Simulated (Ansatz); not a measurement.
**KCaInWO6: complex band structure**

Aim: the decay constants that govern tunnelling through KCaInWO6.

Program: Ansatz 0.2.0. Level of theory: PBE DFT, plane waves, PAW files, in the first sound run; inputs show where later runs differ. Results are calculated unless marked as measured.

## Step 1: Set-up

The structure is cubic, space group F-43m (No. 216). Conventional cell: a = 8.177 Å, b = 8.177 Å, c = 8.177 Å, α = 90.00°, β = 90.00°, γ = 90.00°. K has 12 O at 2.89 Å nearest. Ca has 12 O at 2.89 Å nearest. Nearest to In lie 6 O at 2.15 Å. Nearest to W lie 6 O at 1.94 Å. O has 1 W at 1.94 Å and 1 In at 2.15 Å and 2 Ca at 2.89 Å and 2 K at 2.89 Å nearest. Farther neighbours and most contacts between anions are not listed.

Structure file:

```cif
data_structure
_symmetry_space_group_name_H-M 'P 1'
_symmetry_Int_Tables_number 1
_cell_length_a 5.7820
_cell_length_b 5.7820
_cell_length_c 5.7820
_cell_angle_alpha 60.000
_cell_angle_beta 60.000
_cell_angle_gamma 60.000
_cell_volume 136.68
loop_
_atom_site_label
_atom_site_type_symbol
_atom_site_fract_x
_atom_site_fract_y
_atom_site_fract_z
_atom_site_occupancy
K1 K 0.25000 0.25000 0.25000 1
Ca2 Ca 0.75000 0.75000 0.75000 1
In3 In 0.00000 0.00000 0.00000 1
W4 W 0.50000 0.50000 0.50000 1
O5 O 0.73761 0.26239 0.26239 1
O6 O 0.26239 0.73761 0.73761 1
O7 O 0.26239 0.73761 0.26239 1
O8 O 0.73761 0.26239 0.73761 1
O9 O 0.26239 0.26239 0.73761 1
O10 O 0.73761 0.73761 0.26239 1
```

## Step 2: The bulk crystal and its band edges

The energy window and the wavevectors of the next steps follow from the band edges, so these are searched first, off the mesh as well.

Contents of input.yaml:

```yaml
crystal:
  lattice:
    - [0.0, 4.08848494, 4.08848494]
    - [4.08848494, 0.0, 4.08848494]
    - [4.08848494, 4.08848494, 0.0]
  atoms:
    - { symbol: K, position: [0.25, 0.25, 0.25] }
    - { symbol: Ca, position: [0.75, 0.75, 0.75] }
    - { symbol: In, position: [0.0, 0.0, 0.0] }
    - { symbol: W, position: [0.5, 0.5, 0.5] }
    - { symbol: O, position: [0.73761249, 0.26238751, 0.26238751] }
    - { symbol: O, position: [0.26238751, 0.73761249, 0.73761249] }
    - { symbol: O, position: [0.26238751, 0.73761249, 0.26238751] }
    - { symbol: O, position: [0.73761249, 0.26238751, 0.73761249] }
    - { symbol: O, position: [0.26238751, 0.26238751, 0.73761249] }
    - { symbol: O, position: [0.73761249, 0.73761249, 0.26238751] }
kpoints:
  mp_grid: { grid: [5, 5, 5] }
  band_path: { path: [VBM, CBM], npoints: 30 }
scf:
  occupations: { method: fixed }
hamiltonian:
  xc: pbe
output:
  eigenvalues: true
```

Command:

```bash
$ ansatz run input.yaml --threads 2 --pin off --max-ram 4096MiB --backend cpu --events-out ev --progress --plain --runs-dir out
```

Numbers of over 12 decimals in the logs are rounded to 6 here.

The log of the run:

```text
Engine: ansatz 0.2.0, aarch64-unknown-linux-gnu
Pseudopotentials: kind: paw
Pseudopotential: K, paw, valence charge 9, recommended cutoff 420 eV (normal), K.paw.azcp
Pseudopotential: Ca, paw, valence charge 10, recommended cutoff 420 eV (normal), Ca.paw.azcp
Pseudopotential: In, paw, valence charge 13, recommended cutoff 420 eV (normal), In.paw.azcp
Pseudopotential: W, paw, valence charge 14, recommended cutoff 420 eV (normal), W.paw.azcp
Pseudopotential: O, paw, valence charge 6, recommended cutoff 420 eV (normal), O.paw.azcp
Functional definition: PBE
  parameter kappa = 0.804
  parameter beta = 0.066725
  exchange = pbe_x(kappa = kappa, mu = beta*pi^2/3)
  correlation = pbe_c(beta = beta)
Crystal: 10 atoms, lattice volume = 136.684 Å³
Basis set: ecut = 420 eV, 2685 PW (Γ)
Bands: 51, of which v1, the nominal top of the filled ones, is band 41 counted from 1 (40 counted from 0)
Symmetry: 24 space group operations
Space group: F-43m (ITA 216), of the structure as read, at distance tolerance 5.2e-5 Å
k-points: 10 of 125 (time reversal used)
Non-local potential: K, projectors of the file, l = 0: 3, l = 1: 2, l = 2: 2
Non-local potential: Ca, projectors of the file, l = 0: 3, l = 1: 2, l = 2: 2
Non-local potential: In, projectors of the file, l = 0: 2, l = 1: 2, l = 2: 2, l = 3: 2
Non-local potential: W, projectors of the file, l = 0: 3, l = 1: 2, l = 2: 2, l = 3: 1
Non-local potential: O, projectors of the file, l = 0: 2, l = 1: 2, l = 2: 1
PAW form: soft (Blöchl's): semilocal exchange-correlation on the pseudo side does not see the compensation charge
PAW one-centre angular grid: K, 110 points (default); XC on 64 Gauss nodes
PAW one-centre angular grid: Ca, 110 points (default); XC on 64 Gauss nodes
PAW one-centre angular grid: In, 590 points (default); XC on 64 Gauss nodes
PAW one-centre angular grid: W, 590 points (default); XC on 64 Gauss nodes
PAW one-centre angular grid: O, 110 points (default); XC on 64 Gauss nodes
Initial density: superposition of atomic densities (neutral atoms: chi_scale 0, normalization atom), corrected by the library's trained network
Initial wavefunctions: pseudopotential atomic-orbital guess
Functional: x = pbe(κ = 0.804, μ = 0.219515), c = pbe(β = 0.066725)
SCF iter   1: F=—  HF=-22748.335461 eV  |F-HF|=—  |Δ(HF+E_count)|=         —  Δρ=1.42e-3  dr2=5.63e-3  ethr=1.77e-3  ⟨swp⟩=5.1  Hψ=1802  notcnv=0  defer=66
preconditioner: auto → Resta (q_TF=auto, 2.506 Å⁻¹)  ε∞=4.8  [insulator: Δε(μ)=2.996 eV  Ē_g=13.687 eV  n_scr=26 (ndim 8)  ℏωp=26.6 eV  f_vac=0.017  ε∞_Penn≈4.8]
SCF iter   2: F=—  HF=-22748.337998 eV  |F-HF|=—  |Δ(HF+E_count)|=   2.54e-3  Δρ=7.24e-4  dr2=5.69e-4  ethr=6.87e-6  ⟨swp⟩=2.9  Hψ=1018  notcnv=0  defer=78
SCF iter   3: F=—  HF=-22748.338190 eV  |F-HF|=—  |Δ(HF+E_count)|=   1.92e-4  Δρ=3.60e-4  dr2=1.61e-4  ethr=6.94e-7  ⟨swp⟩=2.0  Hψ=750  notcnv=0  defer=75
SCF iter   4: F=—  HF=-22748.338253 eV  |F-HF|=—  |Δ(HF+E_count)|=   6.35e-5  Δρ=1.27e-4  dr2=2.85e-5  ethr=1.96e-7  ⟨swp⟩=2.3  Hψ=648  notcnv=0  defer=59
SCF iter   5: F=—  HF=-22748.338252 eV  |F-HF|=—  |Δ(HF+E_count)|=   1.73e-6  Δρ=2.93e-5  dr2=1.87e-6  ethr=3.48e-8  ⟨swp⟩=2.7  Hψ=859  notcnv=0  defer=45
SCF iter   6: F=—  HF=-22748.338252 eV  |F-HF|=—  |Δ(HF+E_count)|=   3.47e-7  Δρ=9.18e-6  dr2=1.71e-7  ethr=2.28e-9  ⟨swp⟩=2.0  Hψ=614  notcnv=0  defer=47
SCF iter   7: F=-22748.338252 eV  HF=-22748.338252 eV  |F-HF|=1.38e-10  |Δ(HF+E_count)|=   4.28e-8  Δρ=2.47e-6  dr2=1.16e-8  ethr=1.22e-10  ⟨swp⟩=11.0  Hψ=2034  notcnv=0
SCF 1 converged in 7 iterations: F = -22748.338252 eV  dr2 = 1.16e-8
  greatest PAW one-centre occupation: 1.000 electrons in one spin orbital (limit 2), on the W atom at site 3 (counted from 0), in its partial waves of l = 0
NSCF: frozen V_eff on 16 k-points
NSCF: frozen V_eff on 16 k-points
[...]
SCF converged after 7 iterations
Free energy (F): -22748.338252 eV
Harris-Foulkes:  -22748.338252 eV  (|F-HF|=1.38e-10)
Internal energy: -22748.338252 eV  (E = F + TS)
E sigma→0 (E₀):  -22748.338252 eV
Fermi energy:    7.932783 eV
--- Per-component energies (eV) ---
  E_band       = -469.092765
  E_kinetic    = 2270.883526
  E_local      = -5397.054268  (includes V_loc(G=0)·N_el)
  E_nonlocal   = 732.104812
  E_hartree    = 1952.263112
  E_xc         = -1194.799141
  E_vxc        = -1236.002596  (∫ρ·V_xc dr)
  E_paw        = -15310.770912  (= ΣΔE_a)
  E_vpaw       = -743.562584  (= ΣTr[D̂ρ^β])
  E_aug_tail   = 0.014492  (compensation charges beyond the density's cutoff)
  E_ewald      = -5800.979874
  E_smearing   = -0.000000  (= −TS)
  E_closure    = -0.000000  (closes the sum)
  Σ components = -22748.338252   (vs F -22748.338252, Δ=0.00e0)
--- Band table (eV; the first three rows and the last of 10) ---
  k-point 0: bands = [... 37 lower, 7.1256, 7.9328, 7.9328, 7.9328, 10.9851, 10.9851, 10.9851, 11.8995, ... 6 higher]
  k-point 1: bands = [... 37 lower, 7.2083, 7.7352, 7.7352, 7.8396, 10.9969, 11.1106, 11.1106, 12.4919, ... 6 higher]
  k-point 2: bands = [... 37 lower, 7.3341, 7.4099, 7.4099, 7.6345, 10.9859, 11.2449, 11.2449, 13.1258, ... 6 higher]
  k-point 9: bands = [... 37 lower, 6.9648, 7.1447, 7.3675, 7.6464, 11.1506, 11.3603, 11.7024, 12.5243, ... 6 higher]
```

The job ended after 41 s (2 threads of Arm Neoverse N1, shared host; peak memory 0.45 GiB).

Numbers from this step:

| Property | Result |
| --- | --- |
| free energy | -22748.3383 eV |
| Fermi energy | 7.933 eV |
| gap on the k-mesh | 2.971 eV |
| gap on path | 2.964 eV, by band count; negative where bands overlap |
| direct gap on path | 3.013 eV |
| edge places on path | 0, 0.7684 1/A along the path |

The electronic bands at the labelled points (eV, zero at the Fermi level (highest filled level under fixed occupations); v1 is the highest filled band, c1 the lowest empty one):

| point | v4 | v3 | v2 | v1 | c1 | c2 | c3 | c4 |
| --- | --- | --- | --- | --- | --- | --- | --- | --- |
| VBM | -0.81 | 0.00 | 0.00 | 0.00 | 3.05 | 3.05 | 3.05 | 3.97 |
| halfway | -0.97 | -0.43 | -0.43 | -0.02 | 3.00 | 3.43 | 3.43 | 4.65 |
| CBM | -1.06 | -0.83 | -0.83 | -0.05 | 2.96 | 3.79 | 3.86 | 3.86 |

The searched edges give 2.96 eV, against 2.97 eV on the mesh.

## Step 3: Decaying states in the gap, plane (111)

This step: PBE DFT, plane waves, PAW files; complex bands by layer matching along the plane's normal (Ansatz 0.2.0).

The same crystal is laid in a cell whose first two vectors span the (111) plane (indices of the standard conventional cell, whose axes can be ordered otherwise than in the bulk input). At fixed energy and wavevector in the plane the solver finds all kz, real and complex. A few wavevectors are listed, (0, 0), (-0.5, -0.5) and (0.5, 0) in units of the plane's reciprocal vectors; the slowest state needn't be among them.

Contents of input.yaml:

```yaml
crystal:
  lattice:
    - [5.7819908517, 0.0, 0.0]
    - [2.8909954259, 5.007350962, 0.0]
    - [0.0, 3.3382339747, 4.7209757614]
  atoms:
    - { symbol: K, position: [0.75, 0.5, 0.25] }
    - { symbol: Ca, position: [0.25, 0.5, 0.75] }
    - { symbol: In, position: [0.0, 0.0, 0.0] }
    - { symbol: W, position: [0.5, 0.0, 0.5] }
    - { symbol: O, position: [0.73761249, 0.0, 0.26238751] }
    - { symbol: O, position: [0.26238751, 0.0, 0.73761249] }
    - { symbol: O, position: [0.26238751, 0.0, 0.26238751] }
    - { symbol: O, position: [0.73761249, 0.0, 0.73761249] }
    - { symbol: O, position: [0.73761249, 0.52477502, 0.73761249] }
    - { symbol: O, position: [0.26238751, 0.47522498, 0.26238751] }
kpoints:
  mp_grid: { grid: [6, 6, 6] }
scf:
  occupations: { method: fixed }
hamiltonian:
  xc: pbe
output:
  eigenvalues: true
  transmission:
    leads: [[0, 0]]
    kpoints: [[0.0, 0.0], [-0.5, -0.5], [0.5, 0.0]]
    e_range: [-1.0, 3.96]
    de: 0.08
```

The log of the run:

```text
[...]
Crystal: 10 atoms, lattice volume = 136.684 Å³
Basis set: ecut = 420 eV, 2685 PW (Γ)
Bands: 51, of which v1, the nominal top of the filled ones, is band 41 counted from 1 (40 counted from 0)
Symmetry: 24 space group operations
[...]
k-points: 16 of 216 (time reversal used)
[...]
SCF iter   1: F=—  HF=-22748.334941 eV  |F-HF|=—  |Δ(HF+E_count)|=         —  Δρ=1.42e-3  dr2=5.60e-3  ethr=1.77e-3  ⟨swp⟩=5.1  Hψ=2924  notcnv=0  defer=105
[...]
SCF iter   7: F=-22748.337498 eV  HF=-22748.337498 eV  |F-HF|=1.35e-10  |Δ(HF+E_count)|=   4.24e-8  Δρ=2.46e-6  dr2=1.15e-8  ethr=1.22e-10  ⟨swp⟩=11.4  Hψ=3298  notcnv=0
SCF 1 converged in 7 iterations: F = -22748.337498 eV  dr2 = 1.15e-8
[...]
transmission: 9 of 27 steps passed
transmission: 18 of 27 steps passed
transmission: 27 of 27 steps passed
SCF converged after 7 iterations
Free energy (F): -22748.337498 eV
[...]
Internal energy: -22748.337498 eV  (E = F + TS)
E sigma→0 (E₀):  -22748.337498 eV
Fermi energy:    7.932685 eV
[...]
--- Band table (eV; the first three rows and the last of 16) ---
  k-point 0: bands = [... 37 lower, 7.1255, 7.9327, 7.9327, 7.9327, 10.9851, 10.9851, 10.9851, 11.8995, ... 6 higher]
  k-point 1: bands = [... 37 lower, 7.1819, 7.7912, 7.7912, 7.8667, 10.9964, 11.0797, 11.0797, 12.3328, ... 6 higher]
  k-point 2: bands = [... 37 lower, 7.3342, 7.4751, 7.4751, 7.7033, 10.9901, 11.2149, 11.2149, 13.0231, ... 6 higher]
  k-point 15: bands = [... 37 lower, 6.7887, 7.0644, 7.3004, 7.7107, 11.0724, 11.5171, 11.7911, 12.2146, ... 6 higher]
--- Transmission ---
  basis      : 253 plane waves across, 9 finite elements along
  points     : 3, as listed
  energies   : 63 from -1.000000 to 3.960000 eV about the Fermi level, 0.080000 eV apart; the leads are filled to 1.482065 eV, and channels, transmission and decay are at 1.480000 eV
  crystal 0  : O6Ca1In1K1W1, at the sites [0, 0], period 4.7210 Å: whole cells are its period
    offset         : up to 0.0000 Å between an atom of the period and one for which it stands
    channels       : 0.000000e0 a spin
    conductance    : none, the energies end too early or step too widely for 300 K: set another output.transmission.e_range or a lower de, or, where they end at an eighth of basis.ecutwfc, a higher one
    slowest decay  : 0.3299 /Å at (0.0000, 0.0000)
```

Elapsed: 3.9 min, on 2 threads; peak memory 0.96 GiB.

Numbers from this step:

* free energy: -22748.3375 eV
* gap on the k-mesh: 2.964 eV
* level to which the leads are filled: 1.482 eV from the Fermi level
* decay constant at the filling level, zone centre: 0.3299 Å⁻¹
* decay constant at the filling level, slowest listed point: 0.3299 Å⁻¹

K parallel (0, 0); values up to 1.5 1/Å, a degenerate pair printed once or twice; energies at which all values exceed this have no row. The Im kz of the slowest decaying states by energy, zero at the highest filled level on the SCF mesh:

| energy (eV) | decay 1 (Å⁻¹) | decay 2 (Å⁻¹) | decay 3 (Å⁻¹) | decay 4 (Å⁻¹) |
| --- | --- | --- | --- | --- |
| -1.00 | 0.0948 | 0.185 | 0.327 | 0.561 |
| -0.84 | 0.151 | 0.164 | 0.569 | 0.744 |
| -0.60 | 0.145 | 0.156 | 0.280 | 0.580 |
| -0.44 | 0.138 | 0.154 | 0.188 | 0.319 |
| -0.20 | 0.232 | 0.313 | 0.362 | 0.593 |
| -0.04 | 0.254 | 0.365 | 0.383 | 0.597 |
| 0.20 | 0.244 | 0.280 | 0.361 | 0.407 |
| 0.36 | 0.293 | 0.315 | 0.419 | 0.445 |
| 0.60 | 0.308 | 0.386 | 0.434 | 0.476 |
| 0.76 | 0.316 | 0.416 | 0.446 | 0.493 |
| 1.00 | 0.324 | 0.434 | 0.475 | 0.513 |
| 1.16 | 0.328 | 0.437 | 0.495 | 0.525 |
| 1.40 | 0.330 | 0.436 | 0.521 | 0.539 |
| 1.56 | 0.330 | 0.433 | 0.535 | 0.546 |
| 1.80 | 0.326 | 0.423 | 0.551 | 0.554 |
| 1.96 | 0.322 | 0.414 | 0.558 | 0.560 |
| 2.20 | 0.312 | 0.393 | 0.561 | 0.569 |
| 2.36 | 0.303 | 0.374 | 0.561 | 0.573 |
| 2.60 | 0.285 | 0.332 | 0.557 | 0.565 |
| 2.76 | 0.266 | 0.289 | 0.552 | 0.555 |
| 3.00 | 0.142 | 0.195 | 0.464 | 0.530 |
| 3.16 | 0.352 | 0.481 | 0.516 | 0.571 |
| 3.40 | 0.237 | 0.333 | 0.394 | 0.547 |
| 3.56 | 0.199 | 0.454 | 0.555 | 0.575 |
| 3.80 | 0.128 | 0.537 | 0.538 | 0.544 |
| 3.96 | 0.0258 | 0.519 | 0.521 | 0.580 |

K parallel (-0.5, -0.5); values up to 1.5 1/Å, a degenerate pair printed once or twice; energies at which all values exceed this have no row. The Im kz of the slowest decaying states by energy, zero at the highest filled level on the SCF mesh:

| energy (eV) | decay 1 (Å⁻¹) | decay 2 (Å⁻¹) | decay 3 (Å⁻¹) | decay 4 (Å⁻¹) |
| --- | --- | --- | --- | --- |
| -1.0000 | 0.164 | 0.227 | 0.229 | 0.427 |
| -0.7600 | 0.180 | 0.231 | 0.466 | 0.672 |
| -0.5200 | 0.0776 | 0.255 | 0.288 | 0.459 |
| -0.2800 | 0.159 | 0.210 | 0.295 | 0.363 |
| -0.0400 | 0.0736 | 0.223 | 0.320 | 0.321 |
| 0.2800 | 0.276 | 0.342 | 0.348 | 0.409 |
| 0.5200 | 0.303 | 0.352 | 0.371 | 0.492 |
| 0.7600 | 0.323 | 0.358 | 0.389 | 0.520 |
| 1.0000 | 0.337 | 0.360 | 0.402 | 0.540 |
| 1.2400 | 0.345 | 0.359 | 0.409 | 0.556 |
| 1.4800 | 0.348 | 0.355 | 0.412 | 0.569 |
| 1.7200 | 0.346 | 0.347 | 0.410 | 0.579 |
| 1.9600 | 0.336 | 0.337 | 0.403 | 0.586 |
| 2.2800 | 0.313 | 0.315 | 0.383 | 0.588 |
| 2.5200 | 0.281 | 0.292 | 0.359 | 0.492 |
| 2.7600 | 0.228 | 0.249 | 0.322 | 0.387 |
| 3.0000 | 0.110 | 0.264 | 0.284 | 0.598 |
| 3.2400 | 0.122 | 0.149 | 0.229 | 0.584 |
| 3.4800 | 0.173 | 0.339 | 0.552 | 0.595 |
| 3.7200 | 0.0827 | 0.498 | 0.593 | 0.610 |

K parallel (0.5, 0); values up to 1.5 1/Å, a degenerate pair printed once or twice; energies at which all values exceed this have no row. Table of Im kz of the slowest decaying states by energy, zero at the highest filled level on the SCF mesh:

| energy (eV) | decay 1 (Å⁻¹) | decay 2 (Å⁻¹) | decay 3 (Å⁻¹) | decay 4 (Å⁻¹) |
| --- | --- | --- | --- | --- |
| -1.00 | 0.164 | 0.227 | 0.229 | 0.427 |
| -0.84 | 0.0681 | 0.105 | 0.230 | 0.457 |
| -0.60 | 0.0463 | 0.237 | 0.261 | 0.328 |
| -0.44 | 0.0833 | 0.108 | 0.118 | 0.271 |
| -0.20 | 0.184 | 0.258 | 0.304 | 0.384 |
| -0.04 | 0.0736 | 0.223 | 0.320 | 0.321 |
| 0.20 | 0.264 | 0.338 | 0.339 | 0.360 |
| 0.36 | 0.286 | 0.346 | 0.356 | 0.452 |
| 0.60 | 0.310 | 0.355 | 0.378 | 0.502 |
| 0.76 | 0.323 | 0.358 | 0.389 | 0.520 |
| 1.00 | 0.337 | 0.360 | 0.402 | 0.540 |
| 1.16 | 0.343 | 0.360 | 0.407 | 0.551 |
| 1.40 | 0.348 | 0.357 | 0.412 | 0.565 |
| 1.56 | 0.348 | 0.353 | 0.412 | 0.572 |
| 1.80 | 0.344 | 0.344 | 0.408 | 0.582 |
| 1.96 | 0.336 | 0.337 | 0.403 | 0.586 |
| 2.20 | 0.321 | 0.321 | 0.389 | 0.592 |
| 2.36 | 0.304 | 0.308 | 0.376 | 0.554 |
| 2.60 | 0.267 | 0.281 | 0.349 | 0.460 |
| 2.76 | 0.228 | 0.249 | 0.322 | 0.387 |
| 3.00 | 0.110 | 0.264 | 0.284 | 0.598 |
| 3.16 | 0.0767 | 0.200 | 0.246 | 0.593 |
| 3.40 | 0.194 | 0.261 | 0.563 | 0.596 |
| 3.56 | 0.150 | 0.396 | 0.538 | 0.594 |
| 3.80 | 0.510 | 0.597 | 0.628 | 0.706 |
| 3.96 | 0.164 | 0.199 | 0.537 | 0.587 |

At the listed wavevectors the last open channel is at -0.04 eV and the next at +3.00 eV on the grid. At +1.48 eV, the grid energy nearest the filling level (the middle of the gap on the SCF mesh), the slowest state at the listed wavevectors decays with κ = 0.330 Å⁻¹, its amplitude falling by e over 3.0 Å. Through 1 nm of this crystal that state's transmission falls by exp(−2 × 0.330 Å⁻¹ × 10 Å) = 0.0014.

## Step 4: Decay over the two-dimensional zone

The listed points could miss the slowest state, so one energy near mid-gap is solved on a mesh of 12×12.

Changes to input.yaml since step 3:

```diff
@@ -24,6 +24,2 @@
   eigenvalues: true
-  transmission:
-    leads: [[0, 0]]
-    kpoints: [[0.0, 0.0], [-0.5, -0.5], [0.5, 0.0]]
-    e_range: [-1.0, 3.96]
-    de: 0.08
+  transmission: { leads: [[0, 0]], kmesh: [12, 12], e_range: [1.48, 1.49], de: 0.05 }
```

The log of the run:

```text
[...]
Crystal: 10 atoms, lattice volume = 136.684 Å³
Basis set: ecut = 420 eV, 2685 PW (Γ)
Bands: 51, of which v1, the nominal top of the filled ones, is band 41 counted from 1 (40 counted from 0)
Symmetry: 24 space group operations
[...]
k-points: 16 of 216 (time reversal used)
[...]
SCF iter   1: F=—  HF=-22748.334941 eV  |F-HF|=—  |Δ(HF+E_count)|=         —  Δρ=1.42e-3  dr2=5.60e-3  ethr=1.77e-3  ⟨swp⟩=5.1  Hψ=2924  notcnv=0  defer=105
[...]
SCF iter   7: F=-22748.337498 eV  HF=-22748.337498 eV  |F-HF|=1.35e-10  |Δ(HF+E_count)|=   4.24e-8  Δρ=2.46e-6  dr2=1.15e-8  ethr=1.22e-10  ⟨swp⟩=11.4  Hψ=3298  notcnv=0
SCF 1 converged in 7 iterations: F = -22748.337498 eV  dr2 = 1.15e-8
[...]
transmission: 16 of 152 steps passed
transmission: 32 of 152 steps passed
[...]
transmission: 152 of 152 steps passed
SCF converged after 7 iterations
Free energy (F): -22748.337498 eV
[...]
Internal energy: -22748.337498 eV  (E = F + TS)
E sigma→0 (E₀):  -22748.337498 eV
Fermi energy:    7.932685 eV
[...]
--- Band table (eV; the first three rows and the last of 16) ---
  k-point 0: bands = [... 37 lower, 7.1255, 7.9327, 7.9327, 7.9327, 10.9851, 10.9851, 10.9851, 11.8995, ... 6 higher]
  k-point 1: bands = [... 37 lower, 7.1819, 7.7912, 7.7912, 7.8667, 10.9964, 11.0797, 11.0797, 12.3328, ... 6 higher]
  k-point 2: bands = [... 37 lower, 7.3342, 7.4751, 7.4751, 7.7033, 10.9901, 11.2149, 11.2149, 13.0231, ... 6 higher]
  k-point 15: bands = [... 37 lower, 6.7887, 7.0644, 7.3004, 7.7107, 11.0724, 11.5171, 11.7911, 12.2146, ... 6 higher]
--- Transmission ---
  basis      : 253 plane waves across, 8 finite elements along
  points     : 19, standing for a mesh of 12 x 12
  energies   : 1 from 1.480000 to 1.480000 eV about the Fermi level; the leads are filled to 1.482065 eV, and channels, transmission and decay are at 1.480000 eV
[...]
channels       : 0.000000e0 a spin
    conductance    : none, crystal 0 has no channel at the energies, or these end too early or step too widely for 300 K: set another output.transmission.e_range or a lower de, or, where they end at an eighth of basis.ecutwfc, a higher one
    slowest decay  : 0.3299 /Å at (0.0000, 0.0000)
```

Run time: 76 s. Hardware: 2 threads; peak memory 0.83 GiB.

This step gave:

| Property | Result |
| --- | --- |
| least decay constant on the mesh | 0.3299 Å⁻¹ |

Slowest decay constant (1/Å; 0 where a channel is open) over k1 and k2. At 1.4800 eV from the Fermi level.

Ten even steps from '_' (0.330) to '@' (0.390):
```
++++****++++--%%@@@@%%--
##**##**##%%==@@@@@@==%%
%%****%%@@@@**@@@@**@@@@
##++##@@@@@@**##**@@@@@@
++++%%@@@@##::::##@@@@%%
----==****::__::****==--
++%%@@@@##::::##@@@@%%++
##@@@@@@**##**@@@@@@##++
%%@@@@**@@@@**@@@@%%****
##%%==@@@@@@==%%##**##**
++--%%@@@@%%--++++****++
--++##%%##++--++##%%##++
```
Columns: k1 (b1) from -0.5 to 0.417; rows upwards: k2 (b2) from -0.5 to 0.417.

The least value on the mesh is 0.330 Å⁻¹ at +1.48 eV. At that energy the listed points give about 0.330 Å⁻¹ by interpolation, so the mesh holds no clearly slower state.

(Continued in part 2 of 3.)

[Logs are printed without paths, hosts, clocks, repeated set-up lines and the standing remarks that a program may print on its own settings, such as how far it seeks lower states.]

[Hosts, paths, dates, database ids (printed as entryN), source tags and the programs' standing remarks are cut or masked in the printed files.]
